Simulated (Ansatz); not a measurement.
## Lattice dynamics of LaYO2F2 (built on the sites of a database entry of LaOF)

Wanted: phonon frequencies of LaYO2F2 (built on the sites of a database entry of LaOF) and what follows from them.

Calculated with Ansatz 0.2.0; DFT PBEsol, scalar-relativistic, plane waves, norm-conserving pseudopotentials.

The structure was built from a prototype and need not be the compound's stable phase.

## (1) The starting structure

Symmetry: R3m, No. 160, trigonal system. The conventional cell has a = 3.930 Å, b = 3.930 Å, c = 19.608 Å, α = 90.00°, β = 90.00°, γ = 120.00°. Nearest to La lie 4 F at 2.35 Å and 4 O at 2.51 Å. Y has 4 F at 2.35 Å and 4 O at 2.51 Å nearest. Nearest to O lie 3 Y at 2.51 Å and 1 La at 2.51 Å. O has 3 La at 2.51 Å and 1 Y at 2.51 Å nearest. Nearest to F lie 3 Y at 2.35 Å and 1 La at 2.35 Å. Nearest to F lie 3 La at 2.35 Å and 1 Y at 2.35 Å. Farther neighbours and most contacts between anions are not listed.

## (2) Coarse relaxation

A rough relaxation comes first, because large forces or stress need no tight tolerances yet.

Contents of input.yaml:

```yaml
crystal:
  lattice:
    - [1.96493, 1.13445, 6.53585]
    - [-1.96493, 1.13445, 6.53585]
    - [0.0, -2.2689, 6.53585]
  atoms:
    - { symbol: La, position: [0.242, 0.242, 0.242] }
    - { symbol: "Y", position: [0.758, 0.758, 0.758] }
    - { symbol: O, position: [0.37, 0.37, 0.37] }
    - { symbol: O, position: [0.63, 0.63, 0.63] }
    - { symbol: F, position: [0.122, 0.122, 0.122] }
    - { symbol: F, position: [0.878, 0.878, 0.878] }
kpoints:
  mp_grid: { grid: [6, 6, 6] }
hamiltonian:
  xc: pbesol
  pseudopotentials: { kind: nc }
scf:
  occupations: { method: gaussian, width: 0.1 }
output:
  forces: true
  stress: true
  eigenvalues: true
relax:
  adjacent_minimum: "off"
  f_tol: 0.05
  max_steps: 80
  cell: { stress_tol: 0.5 }
```

On the command line:

```
ansatz run input.yaml --threads 8 --pin off --max-ram 14336MiB --backend cpu --events-out ev --progress --plain --runs-dir out
```

Numbers of over 12 decimals in the logs are rounded to 6 here.

Output:

```text
The last accepted step is kept in <dir> (removed where the run ends without a failure and the disk answers)
[...]
- [1.949902, 1.125776, 6.445348]
    - [-1.949902, 1.125776, 6.445348]
    - [0, -2.251553, 6.445348]
  atoms:
    - { symbol: La, position: [0.258564, 0.258564, 0.258564] }
    - { symbol: Y, position: [0.741933, 0.741933, 0.741933] }
    - { symbol: O, position: [0.381843, 0.381843, 0.381843] }
    - { symbol: O, position: [0.626447, 0.626447, 0.626447] }
    - { symbol: F, position: [0.125417, 0.125417, 0.125417] }
    - { symbol: F, position: [0.865796, 0.865796, 0.865796] }
[key lines of the parts left out:]
SCF converged after 4 iterations
Free energy (F): -4313.185782 eV
Fermi energy:    10.914545 eV
P = ⅓ Tr σ = 0.2859 GPa (2.859 kbar)
```

The job ended after 2.1 min (8 threads of Arm Neoverse N1, shared host; peak memory 1.3 GiB).

Relaxation path:

| step | energy less that of the first step (eV) | largest force component (eV/Å) | pressure (GPa) | volume (Å³) |
| --- | --- | --- | --- | --- |
| 1 | 0.0000 | 7.6430 | -2.41 | 87.41 |
| 2 | -2.6228 | 3.5876 | -3.04 | 86.64 |
| 3 | -3.2379 | 1.5095 | 3.48 | 84.01 |
| 4 | -3.3517 | 0.2588 | -0.30 | 85.34 |
| 5 | -3.3573 | 0.1074 | 0.00 | 85.18 |
| 6 | -3.3582 | 0.0567 | -0.07 | 85.21 |
| 7 | -3.3587 | 0.0158 | 0.29 | 84.89 |
| 8* | -3.3587 | 0.0157 | 0.29 | 84.89 |

Relaxation steps marked * repeat the geometry before them on a plane-wave basis chosen anew for their cell, so energy and pressure can jump there.

Forces are held to the 6 operations that the run works with; a distortion that breaks them can't arise in this run.

| conventional cell, symmetrised | before | after | change |
| --- | --- | --- | --- |
| a (Å) | 3.930 | 3.900 | -0.8 % |
| b (Å) | 3.930 | 3.900 | -0.8 % |
| c (Å) | 19.608 | 19.336 | -1.4 % |
| volume (Å³/atom) | 14.57 | 14.15 | -2.9 % |

The atoms that moved most (Å, as changes of fractional coordinates times the final cell):

| atom | dx | dy | dz | length |
| --- | --- | --- | --- | --- |
| La1 | 0.000 | 0.000 | 0.320 | 0.320 |
| Y2 | 0.000 | 0.000 | -0.311 | 0.311 |
| F6 | 0.000 | 0.000 | -0.236 | 0.236 |
| O3 | 0.000 | 0.000 | 0.229 | 0.229 |
| O4 | 0.000 | 0.000 | -0.069 | 0.069 |
| F5 | 0.000 | 0.000 | 0.066 | 0.066 |

Final coordinates:

```xyz
6
Lattice="1.9499 1.1258 6.4453 -1.9499 1.1258 6.4453 0.0000 -2.2516 6.4453" Properties=species:S:1:pos:R:3 pbc="T T T"
La    0.0000    0.0000    4.9996
Y     0.0000    0.0000   14.3461
O     0.0000    0.0000    7.3833
O     0.0000    0.0000   12.1130
F     0.0000    0.0000    2.4251
F     0.0000    0.0000   16.7411
```

Numbers from this step:

```yaml
pressure: 0.2859 GPa
gap_on_the_k_mesh: 4.497 eV
volume_per_atom: 14.15 Å³
direct_gap_on_mesh: 4.497 eV
```

In this step the volume went from 14.57 to 14.15 Å³/atom.

## (3) Bringing the structure to rest

Harmonic phonons are second derivatives at a point where the forces vanish, and they are wanted at zero stress, so atoms and cell are relaxed first.

Contents of input.yaml:

```yaml
crystal:
  lattice:
    - [1.949901663, 1.12577625, 6.4453478031]
    - [-1.949901663, 1.12577625, 6.4453478031]
    - [0.0, -2.2515525, 6.4453478031]
  atoms:
    - { symbol: La, position: [0.2585638564, 0.2585638564, 0.2585638564] }
    - { symbol: "Y", position: [0.7419332058, 0.7419332058, 0.7419332058] }
    - { symbol: O, position: [0.3818431327, 0.3818431327, 0.3818431327] }
    - { symbol: O, position: [0.6264467755, 0.6264467755, 0.6264467755] }
    - { symbol: F, position: [0.1254173707, 0.1254173707, 0.1254173707] }
    - { symbol: F, position: [0.8657956589, 0.8657956589, 0.8657956589] }
kpoints:
  mp_grid: { grid: [6, 6, 6] }
hamiltonian:
  xc: pbesol
  pseudopotentials: { kind: nc }
scf:
  occupations: { method: gaussian, width: 0.02 }
output:
  forces: true
  stress: true
  eigenvalues: true
relax:
  adjacent_minimum: "off"
  f_tol: 0.005
  max_steps: 80
  cell: { stress_tol: 0.05 }
```

Output:

```text
[...]
Crystal: 6 atoms, lattice volume = 84.891 Å³
Basis set: ecut = 1496.626244 eV, 11213 PW (Γ), FFT grids on a1−a3, a2−a3, a3, exchange–correlation on 100×100×180 points (8 copies of the dense FFT grid, shifted against one another)
Bands: 30, of which v1, the nominal top of the filled ones, is band 24 counted from 1 (23 counted from 0)
Symmetry: 6 space group operations
[...]
- [1.950703, 1.126239, 6.454220]
    - [-1.950703, 1.126239, 6.454220]
    - [0, -2.252478, 6.454220]
  atoms:
    - { symbol: La, position: [0.258672, 0.258672, 0.258672] }
    - { symbol: Y, position: [0.741886, 0.741886, 0.741886] }
    - { symbol: O, position: [0.381822, 0.381822, 0.381822] }
    - { symbol: O, position: [0.626487, 0.626487, 0.626487] }
    - { symbol: F, position: [0.125328, 0.125328, 0.125328] }
    - { symbol: F, position: [0.865805, 0.865805, 0.865805] }
[key lines of the parts left out:]
SCF converged after 7 iterations
Free energy (F): -4313.186012 eV
Fermi energy:    10.878895 eV
P = ⅓ Tr σ = 0.0127 GPa (0.127 kbar)
```

Elapsed: 81 s, on 8 threads; peak memory 1.3 GiB.

Step by step:

| step | energy less that of the first step (eV) | largest force component (eV/Å) | pressure (GPa) | volume (Å³) |
| --- | --- | --- | --- | --- |
| 1 | 0.0000 | 0.0156 | 0.29 | 84.89 |
| 2 | -0.0001 | 0.0326 | -0.20 | 85.21 |
| 3 | -0.0002 | 0.0124 | -0.03 | 85.10 |
| 4 | -0.0002 | 0.0036 | 0.01 | 85.08 |
| 5* | -0.0002 | 0.0036 | 0.01 | 85.08 |

Relaxation steps marked * repeat the geometry before them on a plane-wave basis chosen anew for their cell, so energy and pressure can jump there.

The run keeps the 6 symmetry operations that it works with, so distortions that break them were not tested.

| conventional cell, symmetrised | before | after | change |
| --- | --- | --- | --- |
| a (Å) | 3.900 | 3.901 | +0.0 % |
| b (Å) | 3.900 | 3.901 | +0.0 % |
| c (Å) | 19.336 | 19.363 | +0.1 % |
| volume (Å³/atom) | 14.15 | 14.18 | +0.2 % |

Final coordinates:

```cif
data_structure
_symmetry_space_group_name_H-M 'P 1'
_symmetry_Int_Tables_number 1
_cell_length_a 6.8360
_cell_length_b 6.8360
_cell_length_c 6.8360
_cell_angle_alpha 33.161
_cell_angle_beta 33.161
_cell_angle_gamma 33.161
_cell_volume 85.08
loop_
_atom_site_label
_atom_site_type_symbol
_atom_site_fract_x
_atom_site_fract_y
_atom_site_fract_z
_atom_site_occupancy
La1 La 0.25867 0.25867 0.25867 1
Y2 Y 0.74189 0.74189 0.74189 1
O3 O 0.38182 0.38182 0.38182 1
O4 O 0.62649 0.62649 0.62649 1
F5 F 0.12533 0.12533 0.12533 1
F6 F 0.86581 0.86581 0.86581 1
```

Numbers from this step:

| Item | Value |
| --- | --- |
| pressure | 0.01267 GPa |
| gap on the k-mesh | 4.493 eV |
| volume per atom | 14.18 Å³ |
| direct gap on mesh | 4.493 eV |

In this step the volume went from 14.15 to 14.18 Å³/atom.

## (4) Tight relaxation

Phonons need a cell at rest on their own settings, so the relaxation is repeated with tight tolerances on forces and stress, using the mesh and the filling of the phonon run that follows.

Contents of input.yaml:

```yaml
crystal:
  lattice:
    - [1.9507029016, 1.1262388453, 6.4542204916]
    - [-1.9507029016, 1.1262388453, 6.4542204916]
    - [0.0, -2.2524776907, 6.4542204916]
  atoms:
    - { symbol: La, position: [0.2586718676, 0.2586718676, 0.2586718676] }
    - { symbol: "Y", position: [0.7418855899, 0.7418855899, 0.7418855899] }
    - { symbol: O, position: [0.3818221723, 0.3818221723, 0.3818221723] }
    - { symbol: O, position: [0.6264873335, 0.6264873335, 0.6264873335] }
    - { symbol: F, position: [0.1253279187, 0.1253279187, 0.1253279187] }
    - { symbol: F, position: [0.865805118, 0.865805118, 0.865805118] }
kpoints:
  mp_grid: { grid: [6, 6, 6] }
hamiltonian:
  xc: pbesol
  pseudopotentials: { kind: nc }
scf:
  occupations: { method: fixed }
output:
  forces: true
  stress: true
  eigenvalues: true
relax:
  adjacent_minimum: "off"
  f_tol: 0.001
  max_steps: 60
  cell: { stress_tol: 0.01 }
```

Output:

```text
[...]
Crystal: 6 atoms, lattice volume = 85.078 Å³
Basis set: ecut = 1496.626244 eV, 11243 PW (Γ), FFT grids on a1−a3, a2−a3, a3, exchange–correlation on 100×100×180 points (8 copies of the dense FFT grid, shifted against one another)
Bands: 30, of which v1, the nominal top of the filled ones, is band 24 counted from 1 (23 counted from 0)
Symmetry: 6 space group operations
[...]
- [1.950670, 1.126220, 6.455300]
    - [-1.950670, 1.126220, 6.455300]
    - [0, -2.252440, 6.455300]
  atoms:
    - { symbol: La, position: [0.258671, 0.258671, 0.258671] }
    - { symbol: Y, position: [0.741882, 0.741882, 0.741882] }
    - { symbol: O, position: [0.381807, 0.381807, 0.381807] }
    - { symbol: O, position: [0.626508, 0.626508, 0.626508] }
    - { symbol: F, position: [0.125306, 0.125306, 0.125306] }
    - { symbol: F, position: [0.865826, 0.865826, 0.865826] }
[key lines of the parts left out:]
SCF converged after 13 iterations
Free energy (F): -4313.186015 eV
Fermi energy:    8.631303 eV
P = ⅓ Tr σ = -0.0034 GPa (-0.034 kbar)
```

The job ended after 97 s (8 threads; peak memory 1.3 GiB).

Little changed from the start: no atom moved by 0.005 Å and no cell edge by 0.1 %.

This step gave:

```
pressure           : -0.003432 GPa
gap on the k-mesh  : 4.494 eV
direct gap on mesh : 4.494 eV
```

The largest force component left is 0.77 meV/Å and the pressure is -0.003 GPa, within the tolerances set. The cell now holds 14.18 Å³/atom.

(Continued in part 2 of 2.)

[Logs are printed without paths, hosts, clocks, repeated set-up lines and the standing remarks that a program may print on its own settings, such as how far it seeks lower states.]

[Hosts, paths, dates, database ids (printed as entryN), source tags and the programs' standing remarks are cut or masked in the printed files.]
